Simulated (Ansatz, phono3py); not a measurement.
## Scattering channels in CaO (Lime, Fm-3m), one at a time

Aim: with force constants in hand, see how mesh, solver, isotopes and boundaries change the conductivity of CaO (Lime).

What experiment has found for this phase:
- thermal conductivity 27 W/m/K near room temperature (given in “Combining the AFLOW GIBBS and Elastic Libraries to efficiently and robustly screen thermo-mechanical properties of solids”, 2017, arXiv:1611.05714)
- thermal conductivity 27 W/m/K near room temperature (given in “Predicting the lattice thermal conductivity of solids by solving the Boltzmann transport equation: AFLOW - AAPL an automated, accurate and efficient framework”, 2017, arXiv:1611.05481)

Calculated with Ansatz 0.2.0 and phono3py 4.10.0; DFT LDA, scalar-relativistic, plane waves, PAW, in the first sound run; inputs show where later runs differ.

### Step 1. The structure

Symmetry: Fm-3m, No. 225, cubic system. Conventional cell: a = 4.708 Å, b = 4.708 Å, c = 4.708 Å, α = 90.00°, β = 90.00°, γ = 90.00°. Ca has 6 O at 2.35 Å nearest. O has 6 Ca at 2.35 Å nearest. Farther neighbours and most contacts between anions are not listed.

### Step 2. The earlier run that gave the force constants

File input.yaml:

```yaml
crystal:
  lattice:
    - [0.0, 2.353900715, 2.353900715]
    - [2.353900715, 0.0, 2.353900715]
    - [2.353900715, 2.353900715, 0.0]
  atoms:
    - { symbol: Ca, position: [0.0, 0.0, 0.0] }
    - { symbol: O, position: [0.5, 0.5, 0.5] }
kpoints:
  mp_grid: { grid: [8, 8, 8] }
hamiltonian:
  xc: lda
scf:
  occupations: { method: fixed }
output:
  eigenvalues: true
phonons:
  method: fd
  dielectric: true
  supercell: [4, 4, 4]
  temperatures: { t_max: 1000, t_step: 50 }
  qpath:
    path:
      - [[0.0, 0.0, 0.0], [0.5, 0.0, 0.5], [0.5, 0.25, 0.75], [0.375, 0.375, 0.75], [0.0, 0.0, 0.0], [0.5, 0.5, 0.5], [0.625, 0.25, 0.625], [0.5, 0.25, 0.75], [0.5, 0.5, 0.5], [0.375, 0.375, 0.75]]
      - [[0.625, 0.25, 0.625], [0.5, 0.0, 0.5]]
    npoints: 10
  third_order: { supercell: [4, 4, 4], pair_cutoff: 4.858 }
  lattice_thermal_conductivity:
    qmesh: [23, 23, 23]
    temperatures: [100.0, 150.0, 200.0, 300.0, 400.0, 500.0, 600.0, 800.0]
    isotope_mass_variance:
      - { species: Ca, variance: 0.0002976 }
      - { species: O, variance: 3.359e-05 }
    solution: relaxation_time
```

Command:

```
$ ansatz run input.yaml --threads 18 --pin off --max-ram 92160MiB --backend cuda --events-out ev --progress --plain --runs-dir out
```

Run time: 2.5 min. Hardware: 1 × NVIDIA GB200 with 18 threads of Arm Neoverse V2, shared host; peak memory 4.2 GiB; 24 min of CPU time.

This step gave:

| Quantity | Value |
| --- | --- |
| highest frequency | 568.4 cm⁻¹ |
| κ at 300 K (relaxation time) | 31.18 W/m/K |
| dipole term | run |
| third-order blocks | 1046 |

### Step 3. Relaxation-time solution

The base run: each mode relaxes on its own with natural isotopes, and rates are split into normal and umklapp parts.

This step: DFT LDA, scalar-relativistic, plane waves, PAW; phono3py on Ansatz's force constants (phono3py 4.10.0).

File phono3py.yaml:

```yaml
phono3py:
  version: "4.10.0"
  frequency_unit_conversion_factor: 15.633302
  symmetry_tolerance: 1.00000e-05

physical_unit:
  atomic_mass: "AMU"
  length: "angstrom"

space_group:
  type: "Fm-3m"
  number: 225
  Hall_symbol: "-F 4 2 3"

primitive_matrix:
- [  1.000000000000000,  0.000000000000000,  0.000000000000000 ]
- [  0.000000000000000,  1.000000000000000,  0.000000000000000 ]
- [  0.000000000000000,  0.000000000000000,  1.000000000000000 ]

supercell_matrix:
- [   4,   0,   0 ]
- [   0,   4,   0 ]
- [   0,   0,   4 ]

# [primitive_cell block left out]
unit_cell:
  lattice:
  - [     0.000000000000000,     2.353900715000000,     2.353900715000000 ] # a
  - [     2.353900715000000,     0.000000000000000,     2.353900715000000 ] # b
  - [     2.353900715000000,     2.353900715000000,     0.000000000000000 ] # c
  points:
  - symbol: Ca # 1
    coordinates: [  0.000000000000000,  0.000000000000000,  0.000000000000000 ]
    mass: 40.078000
    reduced_to: 1
  - symbol: O # 2
    coordinates: [  0.500000000000000,  0.500000000000000,  0.500000000000000 ]
    mass: 15.999000
    reduced_to: 2

# [supercell block left out]
phonon_supercell_matrix:
- [   4,   0,   0 ]
- [   0,   4,   0 ]
- [   0,   0,   4 ]

# [phonon_primitive_cell block left out]
# [phonon_supercell block left out]
nac:
  born_effective_charge:
  - # 1 (Ca)
    - [  2.374809778980079,  0.000000000000000,  0.000000000000000 ]
    - [  0.000000000000000,  2.374809778980079,  0.000000000000000 ]
    - [  0.000000000000000,  0.000000000000000,  2.374809778980079 ]
  - # 2 (O)
    - [ -2.374809778980079,  0.000000000000000,  0.000000000000000 ]
    - [  0.000000000000000, -2.374809778980079,  0.000000000000000 ]
    - [  0.000000000000000,  0.000000000000000, -2.374809778980079 ]
  dielectric_constant:
    - [  3.879357152205992,  0.000000000000000,  0.000000000000000 ]
    - [  0.000000000000000,  3.879357152205992,  0.000000000000000 ]
    - [  0.000000000000000,  0.000000000000000,  3.879357152205992 ]
  unit_conversion_factor: 14.399645
```

Command:

```
$ phono3py phono3py.yaml --mesh 23 23 23 --br --isotope --nu --ts 100 150 200 300 400 500 600 800
```

Log:

```text
Rust backend (phonors) using rayon (8 threads).
Running in phono3py.load mode.
Spglib version 2.8.0
----------------------------- General settings -----------------------------
Run mode: conductivity-RTA
HDF5 data compression filter: gzip
Crystal structure was read from "phono3py.yaml".
Supercell (dim): [4 4 4]
Phonon supercell (dim-fc2): [4 4 4]
Primitive matrix:
  [1. 0. 0.]
  [0. 1. 0.]
  [0. 0. 1.]
Spacegroup: Fm-3m (225)
Use -v option to watch primitive cell, unit cell, and supercell structures.
NAC parameters were read from "phono3py.yaml".
fc3 was read from "fc3.hdf5".
fc2 was read from "fc2.hdf5".
----------------------------- Force constants ------------------------------
Max drift of fc3: 0.00030000 (zzz) 0.00030000 (zzz) 0.00030000 (zzz)
Max drift of fc2: -0.00110000 (yy) -0.00110000 (yy)
--------------------------- Calculation settings ---------------------------
Non-analytical term correction (NAC): True
NAC unit conversion factor:  14.39964
BZ integration: Tetrahedron-method
Temperature:  100.0  150.0  200.0  300.0  400.0 ... 800.0
Cutoff frequency: 0.01
Mesh sampling: [ 23 23 23 ]
Generating grid system ... [ 23 23 23 ]
fc3-r2q-transformation over three atoms: True
--------------------------- Phonon calculations ----------------------------
Use NAC by Gonze et al. (no real space sum in current implementation)
  PRB 50, 13035(R) (1994), PRB 55, 10355 (1997)
  G-cutoff distance: 1.40, Number of G-points: 307, Lambda: 0.29
Running harmonic phonon calculations...
-------------------- Lattice thermal conductivity (RTA) --------------------
Running heat capacity calculations...
Running velocity calculations...
Running isotope scattering calculations with tetrahedron method...
======================= Grid point 0 (1/364) =======================
q-point: ( 0.00  0.00  0.00)
Boundary mean free path (millimeter): 1000.000
Mass variance parameters: 2.98e-04 3.36e-05
Number of triplets: 364
Frequency     group velocity (x, y, z)     |gv|
  -0.051   (   0.000    0.000    0.000)    0.000
  -0.051   (   0.000    0.000    0.000)    0.000
  -0.051   (   0.000    0.000    0.000)    0.000
   8.707   (   0.000    0.000    0.000)    0.000
   8.707   (   0.000    0.000    0.000)    0.000
   8.707   (   0.000    0.000    0.000)    0.000
======================= Grid point 1 (2/364) =======================
q-point: ( 0.04  0.00  0.00)
Boundary mean free path (millimeter): 1000.000
Mass variance parameters: 2.98e-04 3.36e-05
Number of triplets: 1156
Frequency     group velocity (x, y, z)     |gv|
   0.822   ( -29.495   29.495   29.495)   51.086
   0.822   ( -29.495   29.495   29.495)   51.086
   1.323   ( -47.605   47.605   47.605)   82.454
   8.725   (  -1.291    1.291    1.291)    2.235
   8.725   (  -1.291    1.291    1.291)    2.235
  17.045   (   1.747   -1.747   -1.747)    3.026
[361 grid points left out]
======================= Grid point 2943 (364/364) =======================
q-point: (-0.26  0.48  0.22)
Boundary mean free path (millimeter): 1000.000
Mass variance parameters: 2.98e-04 3.36e-05
Number of triplets: 3180
Frequency     group velocity (x, y, z)     |gv|
   7.425   (  17.943    4.714   -0.000)   18.552
   8.260   ( -18.956   19.658   -0.000)   27.309
   8.347   (   2.417  -20.506    0.000)   20.648
  10.433   (  14.154   14.695   -0.000)   20.403
  10.656   (   1.359  -16.882    0.000)   16.937
  11.262   ( -20.185    4.779    0.000)   20.743
=================== End of collection of collisions ===================
----------- Thermal conductivity (W/m-k) with tetrahedron method -----------
#  T(K)        xx         yy         zz         yz         xz         xy
  100.0     124.000    124.000    124.000     -0.000     -0.000      0.000
  150.0      67.226     67.226     67.226     -0.000     -0.000      0.000
  200.0      47.728     47.728     47.728     -0.000     -0.000      0.000
  300.0      31.021     31.021     31.021     -0.000     -0.000      0.000
  400.0      23.199     23.199     23.199     -0.000     -0.000      0.000
  500.0      18.580     18.580     18.580     -0.000     -0.000      0.000
  600.0      15.512     15.512     15.512     -0.000     -0.000      0.000
  800.0      11.674     11.674     11.674     -0.000     -0.000      0.000

Thermal conductivity related properties were written into
"kappa-m232323.hdf5".
Summary of calculation was written in "phono3py.yaml".
```

Elapsed: 4.6 min, on 8 threads; peak memory 0.11 GiB.

This step gave:

| Item | Value |
| --- | --- |
| κ at 300 K | 31.02 W/m/K |
| κ xx, yy, zz at 300 K | 31.02, 31.02, 31.02 W/m/K |
| normal share of three-phonon scattering at 300 K | 0.627 |

W/m/K. Kappa, by row:

```csv
T (K),xx,yy,zz,yz,xz,xy
100,124,124,124,0,0,0
150,67.23,67.23,67.23,0,0,0
200,47.73,47.73,47.73,0,0,0
300,31.02,31.02,31.02,0,0,0
400,23.2,23.2,23.2,0,0,0
500,18.58,18.58,18.58,0,0,0
600,15.51,15.51,15.51,0,0,0
800,11.67,11.67,11.67,0,0,0
```

Lattice thermal conductivity, xx against temperature:

```csv
temperature (K),"lattice thermal conductivity, xx (W/m/K)"
100,124
150,67.2
200,47.7
300,31.0
400,23.2
500,18.6
600,15.5
800,11.7
```

Mean scattering rate at 300 K against frequency:

```csv
frequency (THz),normal (1/ps),umklapp (1/ps)
0.36,-,-
1.07,0.0172,0.00188
1.78,0.0367,0.0108
2.49,0.0968,0.0308
3.20,0.186,0.0621
3.91,0.289,0.109
4.62,0.24,0.103
5.33,0.231,0.125
6.04,0.172,0.137
6.75,0.122,0.108
7.46,0.108,0.108
8.18,0.121,0.108
8.89,0.366,0.112
9.60,0.349,0.182
10.31,0.282,0.182
11.02,0.19,0.18
11.73,0.203,0.344
12.44,0.426,0.592
13.15,0.834,0.769
13.86,1.75,1.05
14.57,3.46,1.92
15.28,5.03,3.1
16.00,3.79,2.62
16.71,2.09,0.979
```

The base value at 300 K is 31.0 W/(m K).

The lattice thermal conductivity, xx is 31.0 W/m/K at 300 K, going as T^-1.0 above 200 K.

### Step 4. Two programs, one set of constants

This step: DFT LDA, scalar-relativistic, plane waves, PAW (Ansatz 0.2.0).

Ansatz's figure includes its coherence part. Comparison, by row:

```csv
T (K),Ansatz RTA (W/m/K),phono3py RTA (W/m/K),difference (%)
100,124,124,0
150,67.31,67.23,-0.12
200,47.85,47.73,-0.25
300,31.18,31.02,-0.51
400,23.39,23.2,-0.81
500,18.78,18.58,-1.06
600,15.73,15.51,-1.4
800,11.92,11.67,-2.1
```

### Step 5. Without isotopes, third order supercell 4×4×4, supercell 4×4×4

Leaving out the isotope term shows how much the natural mass disorder scatters.

This step: DFT LDA, scalar-relativistic, plane waves, PAW; phono3py on Ansatz's force constants (phono3py 4.10.0).

phono3py.yaml is that of step 3.

Command:

```
$ phono3py phono3py.yaml --mesh 23 23 23 --br --ts 100 150 200 300 400 500 600 800
```

Log:

```text
[banner, memory and clock lines left out]
Rust backend (phonors) using rayon (8 threads).
Running in phono3py.load mode.
Spglib version 2.8.0
----------------------------- General settings -----------------------------
Run mode: conductivity-RTA
HDF5 data compression filter: gzip
Crystal structure was read from "phono3py.yaml".
Supercell (dim): [4 4 4]
Phonon supercell (dim-fc2): [4 4 4]
Primitive matrix:
  [1. 0. 0.]
  [0. 1. 0.]
  [0. 0. 1.]
Spacegroup: Fm-3m (225)
Use -v option to watch primitive cell, unit cell, and supercell structures.
NAC parameters were read from "phono3py.yaml".
fc3 was read from "fc3.hdf5".
fc2 was read from "fc2.hdf5".
----------------------------- Force constants ------------------------------
Max drift of fc3: 0.00030000 (zzz) 0.00030000 (zzz) 0.00030000 (zzz)
Max drift of fc2: -0.00110000 (yy) -0.00110000 (yy)
--------------------------- Calculation settings ---------------------------
Non-analytical term correction (NAC): True
NAC unit conversion factor:  14.39964
BZ integration: Tetrahedron-method
Temperature:  100.0  150.0  200.0  300.0  400.0 ... 800.0
Cutoff frequency: 0.01
Mesh sampling: [ 23 23 23 ]
Generating grid system ... [ 23 23 23 ]
fc3-r2q-transformation over three atoms: True
--------------------------- Phonon calculations ----------------------------
  PRB 50, 13035(R) (1994), PRB 55, 10355 (1997)
  G-cutoff distance: 1.40, Number of G-points: 307, Lambda: 0.29
Running harmonic phonon calculations...
-------------------- Lattice thermal conductivity (RTA) --------------------
Running heat capacity calculations...
Running velocity calculations...
======================= Grid point 0 (1/364) =======================
q-point: ( 0.00  0.00  0.00)
Boundary mean free path (millimeter): 1000.000
Number of triplets: 364
Frequency     group velocity (x, y, z)     |gv|
  -0.051   (   0.000    0.000    0.000)    0.000
  -0.051   (   0.000    0.000    0.000)    0.000
  -0.051   (   0.000    0.000    0.000)    0.000
   8.707   (   0.000    0.000    0.000)    0.000
   8.707   (   0.000    0.000    0.000)    0.000
   8.707   (   0.000    0.000    0.000)    0.000
======================= Grid point 1 (2/364) =======================
q-point: ( 0.04  0.00  0.00)
Boundary mean free path (millimeter): 1000.000
Number of triplets: 1156
Frequency     group velocity (x, y, z)     |gv|
   0.822   ( -29.495   29.495   29.495)   51.086
   0.822   ( -29.495   29.495   29.495)   51.086
   1.323   ( -47.605   47.605   47.605)   82.454
   8.725   (  -1.291    1.291    1.291)    2.235
   8.725   (  -1.291    1.291    1.291)    2.235
  17.045   (   1.747   -1.747   -1.747)    3.026
[361 grid points left out]
======================= Grid point 2943 (364/364) =======================
q-point: (-0.26  0.48  0.22)
Boundary mean free path (millimeter): 1000.000
Number of triplets: 3180
Frequency     group velocity (x, y, z)     |gv|
   7.425   (  17.943    4.714   -0.000)   18.552
   8.260   ( -18.956   19.658   -0.000)   27.309
   8.347   (   2.417  -20.506    0.000)   20.648
  10.433   (  14.154   14.695   -0.000)   20.403
  10.656   (   1.359  -16.882    0.000)   16.937
  11.262   ( -20.185    4.779    0.000)   20.743
=================== End of collection of collisions ===================
----------- Thermal conductivity (W/m-k) with tetrahedron method -----------
#  T(K)        xx         yy         zz         yz         xz         xy
  100.0     148.332    148.332    148.332     -0.000     -0.000      0.000
  150.0      76.356     76.356     76.356     -0.000     -0.000      0.000
  200.0      52.443     52.443     52.443     -0.000     -0.000      0.000
  300.0      32.992     32.992     32.992     -0.000     -0.000      0.000
  400.0      24.292     24.292     24.292     -0.000     -0.000      0.000
  500.0      19.278     19.278     19.278     -0.000     -0.000      0.000
  600.0      15.997     15.997     15.997     -0.000     -0.000      0.000
  800.0      11.948     11.948     11.948     -0.000     -0.000      0.000

Thermal conductivity related properties were written into
"kappa-m232323.hdf5".
Summary of calculation was written in "phono3py.yaml".
```

Run time: 4.5 min. Hardware: 8 threads; peak memory 0.11 GiB; 35 min of CPU time.

Numbers from this step:

| Property | Result |
| --- | --- |
| κ at 300 K | 32.99 W/m/K |
| κ xx, yy, zz at 300 K | 32.99, 32.99, 32.99 W/m/K |

W/m/K. Kappa, by row:

```csv
T (K),xx,yy,zz,yz,xz,xy
100,148.3,148.3,148.3,0,0,0
150,76.36,76.36,76.36,0,0,0
200,52.44,52.44,52.44,0,0,0
300,32.99,32.99,32.99,0,0,0
400,24.29,24.29,24.29,0,0,0
500,19.28,19.28,19.28,0,0,0
600,16,16,16,0,0,0
800,11.95,11.95,11.95,0,0,0
```

κ at 300 K goes from 31.0 in the base run to 33.0 W/(m K).

### Step 6. Another q-mesh, third order supercell 4×4×4, supercell 4×4×4

The q-mesh of the transport sums changes, with the same scattering terms.

phono3py.yaml is that of step 5.

Command:

```
$ phono3py phono3py.yaml --mesh 5 5 5 --br --isotope --ts 100 300 600
```

Log:

```text
[banner, memory and clock lines left out]
Rust backend (phonors) using rayon (8 threads).
Running in phono3py.load mode.
Spglib version 2.8.0
----------------------------- General settings -----------------------------
Run mode: conductivity-RTA
HDF5 data compression filter: gzip
Crystal structure was read from "phono3py.yaml".
Supercell (dim): [4 4 4]
Phonon supercell (dim-fc2): [4 4 4]
Primitive matrix:
  [1. 0. 0.]
  [0. 1. 0.]
  [0. 0. 1.]
Spacegroup: Fm-3m (225)
Use -v option to watch primitive cell, unit cell, and supercell structures.
NAC parameters were read from "phono3py.yaml".
fc3 was read from "fc3.hdf5".
fc2 was read from "fc2.hdf5".
----------------------------- Force constants ------------------------------
Max drift of fc3: 0.00030000 (zzz) 0.00030000 (zzz) 0.00030000 (zzz)
Max drift of fc2: -0.00110000 (yy) -0.00110000 (yy)
--------------------------- Calculation settings ---------------------------
Non-analytical term correction (NAC): True
NAC unit conversion factor:  14.39964
BZ integration: Tetrahedron-method
Temperature:  100.0  300.0  600.0
Cutoff frequency: 0.01
Mesh sampling: [ 5 5 5 ]
Generating grid system ... [ 5 5 5 ]
fc3-r2q-transformation over three atoms: True
--------------------------- Phonon calculations ----------------------------
  PRB 50, 13035(R) (1994), PRB 55, 10355 (1997)
  G-cutoff distance: 1.40, Number of G-points: 307, Lambda: 0.29
Running harmonic phonon calculations...
-------------------- Lattice thermal conductivity (RTA) --------------------
Running heat capacity calculations...
Running velocity calculations...
Running isotope scattering calculations with tetrahedron method...
======================= Grid point 0 (1/10) =======================
q-point: ( 0.00  0.00  0.00)
Boundary mean free path (millimeter): 1000.000
Mass variance parameters: 2.98e-04 3.36e-05
Number of triplets: 10
Frequency     group velocity (x, y, z)     |gv|
  -0.051   (   0.000    0.000    0.000)    0.000
  -0.051   (   0.000    0.000    0.000)    0.000
  -0.051   (   0.000    0.000    0.000)    0.000
   8.707   (   0.000    0.000    0.000)    0.000
   8.707   (   0.000    0.000    0.000)    0.000
   8.707   (   0.000    0.000    0.000)    0.000
======================= Grid point 1 (2/10) =======================
q-point: ( 0.20  0.00  0.00)
Boundary mean free path (millimeter): 1000.000
Mass variance parameters: 2.98e-04 3.36e-05
Number of triplets: 19
Frequency     group velocity (x, y, z)     |gv|
   3.452   ( -22.062   22.062   22.062)   38.212
   3.452   ( -22.062   22.062   22.062)   38.212
   5.841   ( -42.146   42.146   42.146)   73.000
   9.076   (  -5.324    5.324    5.324)    9.222
   9.076   (  -5.324    5.324    5.324)    9.222
  16.589   (   7.258   -7.258   -7.258)   12.571
[7 grid points left out]
======================= Grid point 40 (10/10) =======================
q-point: ( 0.60  0.40  0.20)
Boundary mean free path (millimeter): 1000.000
Mass variance parameters: 2.98e-04 3.36e-05
Number of triplets: 39
Frequency     group velocity (x, y, z)     |gv|
   6.733   (   0.000    2.474   22.638)   22.772
   7.496   (  -0.000   26.223   12.373)   28.995
   9.131   (  -0.000    0.279  -11.048)   11.052
  10.095   (   0.000   -1.617   13.365)   13.462
  10.154   (  -0.000   13.771    4.303)   14.428
  12.428   (  -0.000   -2.704  -37.850)   37.947
=================== End of collection of collisions ===================
----------- Thermal conductivity (W/m-k) with tetrahedron method -----------
#  T(K)        xx         yy         zz         yz         xz         xy
  100.0      64.231     64.231     64.231     -0.000     -0.000      0.000
  300.0      27.544     27.544     27.544     -0.000     -0.000      0.000
  600.0      14.439     14.439     14.439     -0.000     -0.000      0.000

Thermal conductivity related properties were written into
"kappa-m555.hdf5".
Summary of calculation was written in "phono3py.yaml".
```

Wall time 1.2 s (8 threads); peak memory 0.09 GiB.

This step gave:

| Quantity | Value |
| --- | --- |
| κ at 300 K | 27.54 W/m/K |
| κ xx, yy, zz at 300 K | 27.54, 27.54, 27.54 W/m/K |

W/m/K. Kappa, by row:

```csv
T (K),xx,yy,zz,yz,xz,xy
100,64.23,64.23,64.23,0,0,0
300,27.54,27.54,27.54,0,0,0
600,14.44,14.44,14.44,0,0,0
```

κ at 300 K goes from 31.0 in the base run to 27.5 W/(m K).

(Continued in part 2 of 3.)

[Logs are printed without paths, hosts, clocks, repeated set-up lines and the standing remarks that a program may print on its own settings, such as how far it seeks lower states.]

[Hosts, paths, dates, database ids (printed as entryN), source tags and the programs' standing remarks are cut or masked in the printed files.]

[A step with changed settings may run another functional than the one named; its input shows which.]

[Pressures of single members of a volume series are the stress at the run's cutoff; with an incomplete basis they can lie off −dE/dV of the same runs, and they are not shown converged.]
